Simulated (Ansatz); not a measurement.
# NaMgF3 (Neighborite, Pm-3m): Grüneisen parameters, part 2 of 2

Wanted: mode Grüneisen parameters of NaMgF3 (Neighborite, Pm-3m).

Ansatz 0.2.0; DFT PBEsol, scalar-relativistic, plane waves, PAW; PAW set soft_1.

So far, highest frequency on the path or at a solved wavevector (cm⁻¹): step 2 (phonons on a q mesh) 624.

The database entry behind the starting cell lists a temperature of 1273 K, so it need not match the best structure at ambient conditions.

**4. Phonons at the other volume, volume ratio 0.97**

The phonons are repeated at this volume on the same k and q meshes.

Contents of input.yaml:

```yaml
crystal:
  lattice:
    - [3.8683612843, 0.0, 0.0]
    - [0.0, 3.8683612843, 0.0]
    - [0.0, 0.0, 3.8683612843]
  atoms:
    - { symbol: Na, position: [0.0, 0.0, 0.0] }
    - { symbol: Mg, position: [0.5, 0.5, 0.5] }
    - { symbol: F, position: [0.5, 0.5, 0.0] }
    - { symbol: F, position: [0.0, 0.5, 0.5] }
    - { symbol: F, position: [0.5, 0.0, 0.5] }
kpoints:
  mp_grid: { grid: [8, 8, 8] }
hamiltonian:
  xc: pbesol
  pseudopotentials: { kind: paw, azcp: { folder: soft_1 }, xc_functional: pbe }
scf:
  occupations: { method: fixed }
output:
  eigenvalues: true
phonons:
  method: dfpt
  dielectric: true
  rigid_motions: translations
  qmesh: [4, 4, 4]
  temperatures: { t_max: 1000, t_step: 50 }
  qpath:
    path:
      - [[0.0, 0.0, 0.0], [0.0, 0.5, 0.0], [0.5, 0.5, 0.0], [0.0, 0.0, 0.0], [0.5, 0.5, 0.5], [0.0, 0.5, 0.0]]
      - [[0.5, 0.5, 0.5], [0.5, 0.5, 0.0]]
    npoints: 10
```

Command:

```console
$ ansatz run input.yaml --threads 4 --pin off --max-ram 10240MiB --backend cpu --events-out ev --progress --plain --runs-dir out
```

Numbers of over 12 decimals in the logs are rounded to 6 here.

What it wrote:

```text
[...]
Crystal: 5 atoms, lattice volume = 57.887 Å³
Basis set: ecut = 420 eV, 1141 PW (Γ), exchange–correlation on 54×54×54 points (8 copies of the dense FFT grid, shifted against one another)
Bands: 25, of which v1, the nominal top of the filled ones, is band 20 counted from 1 (19 counted from 0)
Symmetry: 48 space group operations
k-points: 170 of 512 (irreducible under 2 space group operations, time reversal used)
[...]
SCF iter   1: F=—  HF=-5800.226803 eV  |F-HF|=—  |Δ(HF+E_count)|=         —  Δρ=1.50e-1  dr2=8.81e0  ethr=3.10e-3  ⟨swp⟩=4.9  Hψ=18034  notcnv=0  defer=460
[...]
SCF iter  10: F=-5796.796159 eV  HF=-5796.796159 eV  |F-HF|=2.91e-11  |Δ(HF+E_count)|=  6.27e-10  Δρ=2.41e-7  dr2=3.78e-11  ethr=1.00e-12  ⟨swp⟩=11.1  Hψ=30541  notcnv=0
SCF 1 converged in 10 iterations: F = -5796.796159 eV  dr2 = 3.78e-11
[...]
DFPT response loops at Γ: preconditioner auto → none (the input reference at scf.mixing.eps_inf says where Resta's filter doesn't serve); β = 0.50; Broyden in place of MSR1
NSCF: frozen V_eff on 35 k-points
[...]
SCF converged after 10 iterations
Free energy (F): -5796.796159 eV
[...]
Internal energy: -5796.796159 eV  (E = F + TS)
E sigma→0 (E₀):  -5796.796159 eV
Fermi energy:    1.915766 eV
[...]
--- Band table (eV; the first three rows and the last of 170) ---
  k-point 0: bands = [... 16 lower, 1.2081, 1.4535, 1.4535, 1.4535, 8.0483, 15.5220, 15.5220, 15.8488, ... 1 higher]
  k-point 1: bands = [... 16 lower, 1.1743, 1.2756, 1.4253, 1.4253, 8.3253, 14.9570, 15.7207, 15.9848, ... 1 higher]
  k-point 2: bands = [... 16 lower, 1.0410, 1.0937, 1.3852, 1.3852, 9.0646, 13.8298, 16.2389, 16.4790, ... 1 higher]
  k-point 169: bands = [... 16 lower, 0.7058, 1.9158, 1.9158, 1.9158, 12.4706, 15.0507, 15.0507, 15.0507, ... 1 higher]
--- Phonons (Γ-DFPT): 4 representative perturbations + reference, on 170 of 512 k-points (Σ response iterations 13) ---
  k mesh reduced under 2 symmetry operations, with k and −k counted as one. Each operation leaves every solved perturbation unchanged. A smaller set is not considered because the run solves the response to a homogeneous field
  ASR residual: 1.299e-3 → 0.000e0 eV/Å²; symmetrization residual: 3.755e-6 eV/Å²
  ASR residual per site (eV/Å²): 2.04e-4 1.30e-3 1.05e-3 1.05e-3 1.05e-3
[...]
ε∞ (high-frequency dielectric tensor):
        1.965986     0.000000     0.000000
        0.000000     1.965986     0.000000
        0.000000     0.000000     1.965986
  softest optical mode at Γ: -27.04 cm⁻¹; the repairs (sum rule, projections) moved no ω² at Γ by more than (3.98 cm⁻¹)²
  Born effective charges Z* (e; rows j = field, columns β = displacement):
    site 0:
         1.13930    0.00000    0.00000
         0.00000    1.13930    0.00000
         0.00000    0.00000    1.13930
    site 1:
         1.90387    0.00000    0.00000
        -0.00000    1.90387    0.00000
         0.00000    0.00000    1.90387
    site 2:
        -0.88595    0.00000    0.00000
         0.00000   -0.88595    0.00000
         0.00000    0.00000   -1.27127
    site 3:
        -1.27127    0.00000    0.00000
         0.00000   -0.88595    0.00000
         0.00000    0.00000   -0.88595
    site 4:
        -0.88595    0.00000    0.00000
        -0.00000   -1.27127    0.00000
         0.00000    0.00000   -0.88595
  Z* charge neutrality: 6.351e-6 e pre-enforcement
  k-mesh period / interband length: 30.9 Å / 0.89 Å = 34.79 at k = (0.0000, 0.0000, 0.0000), direct gap 6.595 eV — 14 or more, which is no proof of convergence
  optical modes at Γ without the LO–TO term, one row a degenerate level:
      ω (cm⁻¹)  modes    IR ((D/Å)²/amu)
        -27.04      3             8.3685
        129.46      3             0.0000
        284.50      3             5.0551
        574.59      3            12.4127
  optical modes at Γ + LO–TO along q̂ = [1.0000, 0.0000, 0.0000]:
      ω (cm⁻¹)  modes    IR ((D/Å)²/amu)
        -27.04      2             5.5790
        129.46      3             0.0000
        166.01      1             0.6908
        284.50      2             3.3701
        339.96      1             1.6738
        574.59      2             8.2751
        654.70      1             6.2475
  optical modes at Γ + LO–TO along q̂ = [0.0000, 1.0000, 0.0000]:
      ω (cm⁻¹)  modes    IR ((D/Å)²/amu)
        -27.04      2             5.5790
        129.46      3             0.0000
        166.01      1             0.6908
        284.50      2             3.3701
        339.96      1             1.6738
        574.59      2             8.2751
        654.70      1             6.2475
  optical modes at Γ + LO–TO along q̂ = [0.0000, 0.0000, 1.0000]:
      ω (cm⁻¹)  modes    IR ((D/Å)²/amu)
        -27.04      2             5.5790
        129.46      3             0.0000
        166.01      1             0.6908
        284.50      2             3.3701
        339.96      1             1.6738
        574.59      2             8.2751
        654.70      1             6.2475
--- Phonons (arbitrary-q DFPT): 10 irreducible q on the 4×4×4 mesh ---
[...]
interpolated dispersion: 63 rows × 15 modes
[...]
```

Wall time 5.6 min (4 threads of Intel Xeon Platinum 8488C (Sapphire Rapids), shared host); peak memory 1.9 GiB; 21 min of CPU time.

Numbers from this step:

```yaml
gap_on_the_k_mesh: 6.133 eV
sum_rule_residual_before_enforcement: 0.001299 eV/Å²
miss_of_the_charge_sum_rule: 6.35e-6 e
lowest_frequency_on_the_path: -132.4 cm⁻¹
highest_frequency_on_the_path_or_at_a_solved_wavevector: 654.7 cm⁻¹
highest_optical_mode_at_the_zone_centre_no_lo_to_term: 574.6 cm⁻¹
lowest_optical_zone_centre_mode: -27.04 cm⁻¹
mean_high_frequency_dielectric_constant: 1.966
largest_born_charge_third_of_the_trace: 1.904 e
top_of_the_zone_centre_spectrum_with_the_field: 654.7 cm⁻¹
lowest_mode_on_the_q_mesh_acoustic_modes_at_gamma_apart: -132.4 cm⁻¹
```

Frequencies (cm⁻¹) solved at each irreducible wavevector; negative means imaginary. Frequencies by wavevector, by row:

```
q in reciprocal lattice units  star  mode 1  mode 2  mode 3  mode 4  mode 13  mode 14  mode 15
                        0 0 0     1     -27     -27     -27       0    574.6    574.6    574.6
                     0 0 0.25     6     -10     -10      63      63    573.7    573.7    615.7
                     0 0 -0.5     3    24.4    24.4    77.3    77.3      523    572.9    572.9
                  0 0.25 0.25    12   -35.4    26.1    57.5    99.5    530.3    572.9    619.4
                  0 0.25 -0.5    12   -71.7    39.4    47.3    87.1    481.7      572    581.9
                  0 -0.5 -0.5     3  -131.6    34.6    34.6    51.3    464.1    548.5    571.2
               0.25 0.25 0.25     8   -21.6   -21.6     9.8    64.1    529.5    529.5      624
               0.25 0.25 -0.5    12   -80.3   -59.4    34.5    45.7    471.1    528.7    600.6
               0.25 -0.5 -0.5     6    -132     -67     -67    55.3    452.8    499.4    586.1
               -0.5 -0.5 -0.5     1  -132.4  -132.4  -132.4      58      441      441    572.3
```

The highest optical mode at the zone centre (no LO-TO term) is 574.6 cm⁻¹, +36.0 cm⁻¹ against the base run.

**5. Relaxing at another volume, volume ratio 1.03**

The volume is scaled by 1.03 and held; symmetry leaves nothing to relax, so this is a single point. The modes can then be followed against volume.

input.yaml, the sections that differ from step 4:

```yaml
crystal:
  lattice:
    - [3.9465310579, 0.0, 0.0]
    - [0.0, 3.9465310579, 0.0]
    - [0.0, 0.0, 3.9465310579]
  atoms:
    - { symbol: Na, position: [0.0, 0.0, 0.0] }
    - { symbol: Mg, position: [0.5, 0.5, 0.5] }
    - { symbol: F, position: [0.5, 0.5, 0.0] }
    - { symbol: F, position: [0.0, 0.5, 0.5] }
    - { symbol: F, position: [0.5, 0.0, 0.5] }
output:
  forces: true
  stress: true
  eigenvalues: true
# kpoints, hamiltonian, scf: as in step 4
# phonons: removed
```

What it wrote:

```text
[...]
Crystal: 5 atoms, lattice volume = 61.468 Å³
Basis set: ecut = 420 eV, 1213 PW (Γ), exchange–correlation on 54×54×54 points (8 copies of the dense FFT grid, shifted against one another)
Bands: 25, of which v1, the nominal top of the filled ones, is band 20 counted from 1 (19 counted from 0)
Symmetry: 48 space group operations
[...]
k-points: 35 of 512
[...]
--- Band table (eV; the first three rows and the last of 35) ---
  k-point 0: bands = [... 16 lower, 0.7576, 0.9593, 0.9593, 0.9593, 7.2612, 14.5940, 14.7750, 14.7750]
  k-point 1: bands = [... 16 lower, 0.7277, 0.7943, 0.9348, 0.9348, 7.5276, 14.0687, 14.8165, 14.9623]
  k-point 2: bands = [... 16 lower, 0.6045, 0.6564, 0.9016, 0.9016, 8.2404, 12.9108, 15.3026, 15.4512]
  k-point 34: bands = [... 16 lower, 0.2495, 1.4032, 1.4032, 1.4032, 11.6687, 14.0804, 14.0804, 14.0804]
[key lines of the parts left out:]
SCF converged after 8 iterations
Free energy (F): -5796.797607 eV
Fermi energy:    1.403237 eV
P = ⅓ Tr σ = -2.0351 GPa (-20.351 kbar)
```

Run time: 0.7 s. Hardware: 4 threads; peak memory 0.48 GiB.

This step gave:

```
pressure           : -2.035 GPa
gap on the k-mesh  : 5.858 eV
volume per atom    : 12.29 Å³
direct gap on mesh : 6.302 eV
```

The run ends at a pressure of -2.04 GPa.

**6. Phonons at the other volume, volume ratio 1.03**

The phonons are repeated at this volume on the same k and q meshes.

Edit input.yaml of step 5 so:

```diff
@@ -19,4 +19,13 @@
 output:
-  forces: true
-  stress: true
   eigenvalues: true
+phonons:
+  method: dfpt
+  dielectric: true
+  rigid_motions: translations
+  qmesh: [4, 4, 4]
+  temperatures: { t_max: 1000, t_step: 50 }
+  qpath:
+    path:
+      - [[0.0, 0.0, 0.0], [0.0, 0.5, 0.0], [0.5, 0.5, 0.0], [0.0, 0.0, 0.0], [0.5, 0.5, 0.5], [0.0, 0.5, 0.0]]
+      - [[0.5, 0.5, 0.5], [0.5, 0.5, 0.0]]
+    npoints: 10
```

What it wrote:

```text
[...]
Crystal: 5 atoms, lattice volume = 61.468 Å³
Basis set: ecut = 420 eV, 1213 PW (Γ), exchange–correlation on 54×54×54 points (8 copies of the dense FFT grid, shifted against one another)
Bands: 25, of which v1, the nominal top of the filled ones, is band 20 counted from 1 (19 counted from 0)
Symmetry: 48 space group operations
k-points: 170 of 512 (irreducible under 2 space group operations, time reversal used)
[...]
ω (cm⁻¹)  modes    IR ((D/Å)²/amu)
[...]
optical modes at Γ + LO–TO along q̂ = [0.0000, 0.0000, 1.0000]:
      ω (cm⁻¹)  modes    IR ((D/Å)²/amu)
[...]
282.41      2             3.6539
        331.63      1             1.3119
        504.21      2             8.3066
        594.70      1             6.7952
--- Phonons (arbitrary-q DFPT): 10 irreducible q on the 4×4×4 mesh ---
[...]
interpolated dispersion: 63 rows × 15 modes
[...]
[key lines of the parts left out:]
SCF converged after 11 iterations
Free energy (F): -5796.797607 eV
Fermi energy:    1.403247 eV
```

Run time: 6 min. Hardware: 4 threads; peak memory 2 GiB; 23 min of CPU time.

Numbers from this step:

| Item | Value |
| --- | --- |
| sum-rule residual before enforcement | 0.001343 eV/Å² |
| miss of the charge sum rule | 6.13e-6 e |
| lowest frequency on the path | -113.6 cm⁻¹ |
| highest frequency on the path or at a solved wavevector | 594.7 cm⁻¹ |
| highest optical mode at the zone centre (no LO-TO term) | 504.2 cm⁻¹ |
| lowest optical zone-centre mode | -64 cm⁻¹ |
| mean high-frequency dielectric constant | 1.953 |
| largest Born charge (third of the trace) | 1.927 e |
| top of the zone-centre spectrum with the field | 594.7 cm⁻¹ |
| lowest mode on the q mesh (acoustic modes at Γ apart) | -113.6 cm⁻¹ |

Frequencies (cm⁻¹) solved at each irreducible wavevector; negative means imaginary. Frequencies by wavevector, by row:

```
q in reciprocal lattice units  star  mode 1  mode 2  mode 3  mode 4  mode 13  mode 14  mode 15
                        0 0 0     1     -64     -64     -64       0    504.2    504.2    504.2
                     0 0 0.25     6   -56.9   -56.9      61      61    503.3    503.3    560.9
                     0 0 -0.5     3     -48     -48    73.9    73.9    475.1    502.4    502.4
                  0 0.25 0.25    12   -58.7   -47.5    62.1    85.5      465    502.4    563.6
                  0 0.25 -0.5    12   -64.8     -34    33.2    67.9    446.9    501.5    525.7
                  0 -0.5 -0.5     3  -112.7   -42.8   -42.8    11.7    434.1    499.9    500.6
               0.25 0.25 0.25     8   -51.9   -51.9      48    60.8    464.1    464.1    567.5
               0.25 0.25 -0.5    12   -59.3   -58.5   -34.9    47.7    434.3    463.3    544.3
               0.25 -0.5 -0.5     6  -113.2   -57.7   -57.7   -12.1      421      440      532
               -0.5 -0.5 -0.5     1  -113.6  -113.6  -113.6   -22.9    406.7    406.7    523.8
```

The highest optical mode at the zone centre (no LO-TO term) is 504.2 cm⁻¹, -34.3 cm⁻¹ against the base run.

**7. Grüneisen parameters**

The Grüneisen parameter of a mode is minus the logarithmic change of its frequency with volume, −d ln ω / d ln V; weighted by heat capacity it gives the expansion.

This step gave:

| Quantity | Value |
| --- | --- |
| bulk modulus | 74 GPa |

The phonon branches at the labelled points (cm⁻¹):

```
    point  branch 1  branch 2  branch 3  branch 4  branch 12  branch 13  branch 14  branch 15
        Γ       -50       -50         0         0        336        539        539        624
  halfway       -42       -42        62        62        371        538        538        587
        X       -31       -31        76        76        473        498        537        537
  halfway       -66        10        36        78        453        460        536        553
        M      -122       -21       -21        36        448        448        524        535
  halfway       -48       -30        59        92        368        497        537        590
        Γ       -50       -50         0         0        336        539        539        624
  halfway       -39       -39        36        62        366        496        496        595
        R      -123      -123      -123        36        423        423        423        547
  halfway       -69       -58        17        42        442        449        495        572
        X       -31       -31        76        76        473        498        537        537
jump to R      -123      -123      -123        36        423        423        423        547
  halfway      -122       -60       -60        37        436        436        469        558
        M      -122       -21       -21        36        448        448        524        535
```

The same for volume x 0.97:

```
point  branch 1  branch 2  branch 3  branch 4  branch 12  branch 13  branch 14  branch 15
    Γ       -27       -27         0         0        340        575        575        655
    X        24        24        77        77        487        523        573        573
    M      -132        35        35        51        464        464        548        571
    Γ       -27       -27         0         0        340        575        575        655
    R      -132      -132      -132        58        441        441        441        572
    X        24        24        77        77        487        523        573        573
    R      -132      -132      -132        58        441        441        441        572
    M      -132        35        35        51        464        464        548        571
```

The same for volume x 1.03:

```
point  branch 1  branch 2  branch 3  branch 4  branch 12  branch 13  branch 14  branch 15
    Γ       -64       -64         0         0        332        504        504        595
    X       -48       -48        74        74        460        475        502        502
    M      -113       -43       -43        12        434        434        500        501
    Γ       -64       -64         0         0        332        504        504        595
    R      -114      -114      -114       -23        407        407        407        524
    X       -48       -48        74        74        460        475        502        502
    R      -114      -114      -114       -23        407        407        407        524
    M      -113       -43       -43        12        434        434        500        501
```

**8. What came out**

```json
{
  "bulk modulus": "74 GPa",
  "gap deformation potential": "-4.57 eV"
}
```

What this shows: No expansion is given, because modes are imaginary at one volume or more. Without the field, the highest optical mode at Γ goes from 575 to 504 cm⁻¹ as the cell grows, a Grüneisen parameter of 2.18. Branches are matched by rank, so values near crossings are rough. The PAW files were made for PBE and serve the other functionals too.

[Logs are printed without paths, hosts, clocks, repeated set-up lines and the standing remarks that a program may print on its own settings, such as how far it seeks lower states.]

[Hosts, paths, dates, database ids (printed as entryN), source tags and the programs' standing remarks are cut or masked in the printed files.]
